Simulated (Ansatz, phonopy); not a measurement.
# InPd (Pm-3m): a volume series of phonon spectra, part 2 of 2

Aim: how the vibrations of InPd shift with volume, and the expansion that follows. The starting cell is a computed one from a database.

Ansatz 0.2.0; DFT PBEsol, scalar-relativistic, plane waves, PAW.

So far. Step 11 (Lattice dynamics at this volume, V/V0 1.04): No mode is imaginary beyond numerical noise at the solved wavevectors. The highest zone-centre mode (no LO–TO term) moved by -11.4 % for a volume change of +4.0 %. Step 12 (A cell at another volume, V/V0 1.06): The run ends at a pressure of -6.72 GPa.

## (13) Lattice dynamics at this volume, V/V0 1.06 (continued)

No LO-TO term. The phonon branches at the labelled points (cm⁻¹):

```tsv
point	branch 1	branch 2	branch 3	branch 4	branch 5	branch 6
Γ	0	0	0	121	121	121
halfway	39	39	67	108	108	130
X	65	65	89	89	93	146
halfway	47	61	72	86	130	147
M	45	45	83	84	148	148
halfway	26	58	71	99	124	134
Γ	0	0	0	121	121	121
halfway	38	38	73	124	124	125
R	73	73	73	128	128	128
halfway	51	52	54	109	127	144
X	65	65	89	89	93	146
jump to R	73	73	73	128	128	128
halfway	54	54	66	106	140	140
M	45	45	83	84	148	148
```

No mode is imaginary beyond numerical noise at the solved wavevectors. The highest zone-centre mode (no LO–TO term) moved by -16.8 % for a volume change of +6.0 %.

## (14) Single point at a scaled cell, V/V0 1.085

The cell differs from the one that the last finished run ended in (a 3.311 → 3.337 Å, b 3.311 → 3.337 Å, c 3.311 → 3.337 Å).

input.yaml reads:

```yaml
crystal:
  lattice:
    - [3.3365326805, 0.0, 0.0]
    - [0.0, 3.3365326805, 0.0]
    - [0.0, 0.0, 3.3365326805]
  atoms:
    - { symbol: In, position: [0.0, 0.0, 0.0] }
    - { symbol: Pd, position: [0.5, 0.5, 0.5] }
kpoints:
  mp_grid: { grid: [16, 16, 16] }
hamiltonian:
  xc: pbesol
scf:
  occupations: { method: methfessel_paxton, width: 0.2 }
  lower_state_search: "off"
output:
  forces: true
  stress: true
  eigenvalues: true
```

On the command line:

```sh
$ ansatz run input.yaml --threads 4 --pin off --max-ram 8192MiB --backend cpu --events-out ev --progress --plain --runs-dir out
```

Elapsed: 1.2 s, on 4 threads of Arm Neoverse V2, shared host; peak memory 0.4 GiB; 4.3 s of CPU time.

The run ends at a pressure of -8.78 GPa.

## (15) Lattice dynamics at this volume, V/V0 1.085

Phonons at this volume give one point of F(V, T); meshes stay fixed along the series.

input.yaml, the sections that differ from step 14:

```yaml
output:
  eigenvalues: true
phonons:
  method: dfpt
  qmesh: [4, 4, 4]
  temperatures: { t_max: 1000, t_step: 50 }
  qpath:
    path:
      - [[0.0, 0.0, 0.0], [0.0, 0.5, 0.0], [0.5, 0.5, 0.0], [0.0, 0.0, 0.0], [0.5, 0.5, 0.5], [0.0, 0.5, 0.0]]
      - [[0.5, 0.5, 0.5], [0.5, 0.5, 0.0]]
    npoints: 10
# crystal, kpoints, hamiltonian, scf: as in step 14
```

Wall time 9 min (4 threads); peak memory 4.1 GiB; 35 min of CPU time.

No mode is imaginary beyond numerical noise at the solved wavevectors. The highest zone-centre mode (no LO–TO term) moved by -23.3 % for a volume change of +8.5 %.

## (16) Mode Grüneisen parameters

This step: DFT PBEsol, scalar-relativistic, plane waves, PAW (phonopy 4.10.0).

Numbers from this step:

```yaml
share_of_modes_with_a_negative_grueneisen_parameter: 0
```

Mean Grüneisen, by row:

```tsv
T (K)	heat-capacity-weighted mean	root mean square
50	3.233	3.302
100	3.127	3.193
200	3.089	3.154
300	3.082	3.146
500	3.078	3.142
800	3.076	3.14
```

The mean mode Grueneisen parameter by wavenumber:

```tsv
wavenumber (cm⁻¹)	mean mode Grueneisen parameter
2.9	-
8.7	-
14.5	3.91
20.3	3.71
26.1	3.27
32.0	3.02
37.8	3.07
43.6	3.06
49.4	3.04
55.2	3.31
61.0	3.38
66.8	3.57
72.6	3.73
78.4	3.77
84.3	3.66
90.1	3.53
95.9	3.57
101.7	3.05
107.5	2.81
113.3	2.82
119.1	2.81
124.9	2.76
130.7	2.67
136.6	2.71
142.4	2.71
148.2	2.72
154.0	2.73
159.8	2.6
165.6	2.49
171.4	2.62
```

Volume series, by row:

```tsv
V/V0	V (Å³/atom)	pressure (GPa)	E - E0 (meV/atom)	gap (eV)	zero-point energy (meV/atom)	lowest on the path (cm⁻¹)	highest at Gamma without the LO-TO term (cm⁻¹)
0.98	16.77	2.935	3.062	0	20.89	0	153.5
1	17.12	0	0	0	19.71	0	144.8
1.02	17.46	-2.56	2.809	0	18.57	0	136.5
1.04	17.8	-4.788	10.74	0	17.48	0	128.4
1.06	18.14	-6.721	23.12	0	16.43	0	120.6
1.085	18.57	-8.778	43.95	0	15.15	0	111.1
```

The optical frequency at Gamma without the LO-TO term, mode 4 by V/V0:

```tsv
V/V0	optical frequency at Gamma without the LO-TO term, mode 4 (cm⁻¹)
0.9800	154
1.0000	145
1.0200	136
1.0400	128
1.0600	121
1.0850	111
```

Grüneisen at points, by row:

```tsv
point	branch	frequency (cm⁻¹)	mode Grüneisen parameter
Γ	4	144.8	2.94
X	1	83.1	4.07
X	3	105	2.73
X	5	117.1	3.39
X	6	163.6	1.91
M	1	48.7	1.47
M	3	98.9	3.01
M	4	101	2.86
M	5	174.4	2.71
R	1	96	4.22
R	4	145.6	2.14
```

## (17) Quasi-harmonic fit by phonopy

Numbers from this step:

```
volume expansion coefficient at 300 K : 62.12 1e-6/K
isothermal bulk modulus at 300 K      : 119.8 GPa
C_P at 300 K                          : 25.87 J/mol-atom/K
Grüneisen parameter at 300 K          : 3.2
```

Table of energy (each curve on its own zero) by volume; values in meV/atom:

```tsv
volume (Å³/atom)	static	F at 0 K	F at 300 K	F at 750 K
16.775	3.06	5.91	15.8	34.4
17.117	0	1.67	7.95	19.6
17.459	2.81	3.35	5.83	10.3
17.802	10.7	10.2	8.68	5.72
18.144	23.1	21.5	15.8	5.08
18.572	44.0	41.1	29.6	8.58
```

Phonopy-qha, vinet fit of F(V) at each temperature; no electronic free energy. Qha vinet, by row:

```tsv
T (K)	fitted volume (Å³/atom)	alpha_V (1e-6/K)	B_T (GPa)	C_P (J/mol-atom/K)	Grueneisen
100	17.23	46.73	131.8	20.77	3.129
150	17.27	53.26	129	23.4	3.141
200	17.32	56.85	126.1	24.59	3.156
250	17.37	59.59	123	25.32	3.176
300	17.42	62.12	119.8	25.87	3.2
350	17.48	64.66	116.4	26.35	3.227
400	17.54	67.37	112.8	26.82	3.257
450	17.6	70.32	109.1	27.29	3.291
500	17.66	73.61	105.2	27.8	3.328
550	17.73	77.31	101.2	28.35	3.369
600	17.8	81.52	96.98	28.97	3.414
650	17.87	86.36	92.57	29.67	3.464
700	17.95	91.99	87.96	30.49	3.519
```

Table of volume expansion coefficient, phonopy-qha, Vinet by temperature:

```tsv
temperature (K)	volume expansion coefficient, phonopy-qha, Vinet (1e-6/K)
75	40.2
100	46.7
125	50.6
175	55.2
200	56.9
225	58.3
250	59.6
300	62.1
325	63.4
350	64.7
375	66.0
425	68.8
450	70.3
475	71.9
500	73.6
550	77.3
575	79.3
600	81.5
625	83.8
675	89.1
700	92.0
725	95.2
```

The fit gives a volume expansion of 62.1 × 10⁻⁶/K at 300 K.

## (18) Summary of results

```
volume expansion coefficient at 300 K  : 62.12 1e-6/K
isothermal bulk modulus at 300 K       : 119.8 GPa
C_P at 300 K                           : 25.87 J/mol-atom/K
Grüneisen parameter at 300 K           : 3.2
mean mode Grüneisen parameter at 300 K : 3.08
```

Near room temperature InPd expands by 62.1 × 10⁻⁶/K in volume by PBEsol, with C_P = 25.9 J/(mol K) per mole of atoms and B_T = 120 GPa. C_P at room temperature is 104 % of the classical 3R an atom. The fit leaves out the electrons' free energy, which adds to C_P and to the expansion of a metal at high temperature. The heat-capacity-weighted Grüneisen parameter goes from 3.23 at 50 K to 3.08 at 800 K. Weighting γ by the density of states and each mode's heat capacity at 300 K, modes below 60 cm⁻¹ give about 17 % of the sum of γC that drives the expansion, those up to 120 cm⁻¹ 48 % and the rest 36 %. Among the labelled points γ is largest for branch 1 at R (96 cm⁻¹, 4.2) and smallest for branch 1 at M (48.7 cm⁻¹, 1.5). The program warned that a few bands missed the eigensolver's threshold in at least one of the runs. The PAW files were made for PBE and are used here under another functional, for which the program regenerates the frozen cores.

[Logs are printed without paths, hosts, clocks, repeated set-up lines and the standing remarks that a program may print on its own settings, such as how far it seeks lower states.]

[Hosts, paths, dates, database ids (printed as entryN), source tags and the programs' standing remarks are cut or masked in the printed files.]

[A step with changed settings may run another functional than the one named; its input shows which.]

[Of the runs on displaced cells, only some may be shown.]
